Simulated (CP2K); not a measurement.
Acetic anhydride has these distinct O atoms: O3 (bonded to C) and O4 (bonded to 2 C).

```xyz
13

C    -2.3332    0.3596    0.3282
C    -1.2178    0.1245   -0.6555
O    -1.3185    0.0675   -1.8550
O    -0.0061   -0.0205    0.0681
C     1.2426   -0.2131   -0.5747
C     2.3159   -0.3069    0.4804
O     1.3979   -0.2828   -1.7676
H    -2.1290    1.2619    0.9198
H    -3.2728    0.4736   -0.2191
H    -2.4043   -0.4808    1.0313
H     3.2827   -0.4712   -0.0035
H     2.0974   -1.1291    1.1748
H     2.3451    0.6175    1.0728
```

Their partial O K spectra (CP2K XAS_TDP, all-electron GAPW, PBEh(45%), aug-cc-pVDZ, TDA, GW2X-corrected core level, no relativity) are given in random order, each times the number of alike atoms.

Gaussian full width 0.5 eV, oscillator strength per eV, alike atoms added, rows of zeros left out:

| E (eV) | curve 1 | curve 2 |
| --- | --- | --- |
| 531.50 | 0.000 | 0.002 |
| 531.75 | 0.000 | 0.031 |
| 532.00 | 0.000 | 0.129 |
| 532.25 | 0.000 | 0.139 |
| 532.50 | 0.000 | 0.038 |
| 532.75 | 0.000 | 0.003 |
| 535.25 | 0.002 | 0.000 |
| 535.50 | 0.021 | 0.000 |
| 535.75 | 0.046 | 0.000 |
| 536.00 | 0.026 | 0.000 |
| 536.25 | 0.004 | 0.000 |
| 536.50 | 0.000 | 0.001 |
| 536.75 | 0.001 | 0.002 |
| 537.00 | 0.002 | 0.003 |
| 537.25 | 0.002 | 0.004 |
| 537.50 | 0.003 | 0.007 |
| 537.75 | 0.022 | 0.008 |
| 538.00 | 0.057 | 0.006 |
| 538.25 | 0.039 | 0.005 |
| 538.50 | 0.015 | 0.008 |
| 538.75 | 0.044 | 0.018 |
| 539.00 | 0.063 | 0.026 |
| 539.25 | 0.035 | 0.019 |
| 539.50 | 0.020 | 0.012 |
| 539.75 | 0.011 | 0.017 |
| 540.00 | 0.005 | 0.023 |
| 540.25 | 0.003 | 0.024 |
| 540.50 | 0.005 | 0.020 |
| 540.75 | 0.006 | 0.008 |
| 541.00 | 0.003 | 0.007 |
| 541.25 | 0.004 | 0.006 |
| 541.50 | 0.010 | 0.007 |
| 541.75 | 0.021 | 0.017 |
| 542.00 | 0.023 | 0.024 |
| 542.25 | 0.009 | 0.036 |

Q: Which curve belongs to which atom?

Curve 1: O4 (bonded to 2 C), leading line at 535.77 eV (f = 0.025 an atom), ionisation energy 539.21 eV, term value 3.44 eV. Curve 2: O3 (bonded to C), leading line at 532.14 eV (f = 0.043 an atom), ionisation energy 538.30 eV, term value 6.16 eV. The leading line of an atom is its first one with 35 % of the strongest within 2.5 eV of its lowest line over the strength cut. A line lies at the core ionisation energy, which rises as an atom loses charge to its neighbours or to a π system, less the term value, which is large for a low π* or σ* orbital with weight on that atom.

[Banner, clock and machine lines of the logs are left out without a mark of their own.]

[Logs are printed without paths, hosts, clocks, repeated set-up lines and the standing remarks that a program may print on its own settings, such as how far it seeks lower states.]

[Hosts, paths, dates, database ids (printed as entryN), source tags and the programs' standing remarks are cut or masked in the printed files.]
